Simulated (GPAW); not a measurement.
**PbO (P4/nmm): refractive index against wavelength**

The refractive index of PbO (P4/nmm) along x below the direct gap (2.12 eV on the mesh) is read from one computed spectrum, n = √(Re ε). x, y and z are the Cartesian axes of the input cell.

Cell: a, b, c = 3.990, 3.990, 5.010 Å (primitive vectors), 4 atoms.

Method: GPAW 26.7.0, PBE, RPA, k-mesh 8×8×6, local fields up to 60 eV, Lorentzian half width 0.1 eV.

Launch of the response step: `OMP_NUM_THREADS=1 python df.py`. The run took 3.2 min, its band step included, on 1 thread of Arm Neoverse V2 (shared host).

| wavelength (nm) | photon energy E (eV) | n |
| --- | --- | --- |
| 3000 | 0.413 | 2.5616 |
| 2000 | 0.620 | 2.5731 |
| 1550 | 0.800 | 2.5873 |
| 1310 | 0.946 | 2.6020 |
| 1064 | 1.165 | 2.6300 |
| 850 | 1.459 | ? |

In the single-oscillator model n² − 1 = E₀E_d/(E₀² − E²), so 1/(n² − 1) = E₀/E_d − E²/(E₀E_d) is linear in E².

Working, on the rows shown:

| x = E² (eV²) | y = 1/(n² − 1) |
| --- | --- |
| 0.170801 | 0.179798 |
| 0.384302 | 0.177909 |
| 0.639837 | 0.17562 |
| 0.895757 | 0.173298 |
| 1.35784 | 0.169007 |

Means: x̄ = 0.68971, ȳ = 0.17513. Σ(x − x̄)(y − ȳ) = -0.007764, Σ(x − x̄)² = 0.8539. Slope = -0.007764 / 0.8539 = -0.009092; intercept = ȳ − slope · x̄ = 0.1814. Turned back into n, the line misses the rows shown by at most 0.00029.

Problem. What does the fit predict for the withheld row, and how well does it do?

Solution. At x = 2.1276 the line gives y = 0.16205, that is 2.6778. The run gave 2.6818, so the extrapolation is off by 0.004, 3 % of the range in the table.

Refitted with all rows, the slope is -0.00935 and the intercept 0.18154. These give E₀ = √(intercept/−slope) = 4.41 eV and E_d = E₀/intercept = 24.3 eV; E₀ is 2.1 times the direct gap. The electronic limit at long wavelengths, without lattice vibrations, is n = √(1 + 1/intercept) = 2.551. The cell comes from an older database entry, whose edges can be off by a per cent or so. Excitons are left out. The values come from a sum over the points of one k-mesh and carry its error, which grows as the direct gap shrinks. This version of GPAW has incomplete matrix elements in the optical limit, which can lower ε − 1 by up to a tenth where first-row anions or d states rule. Spin-orbit coupling is left out.
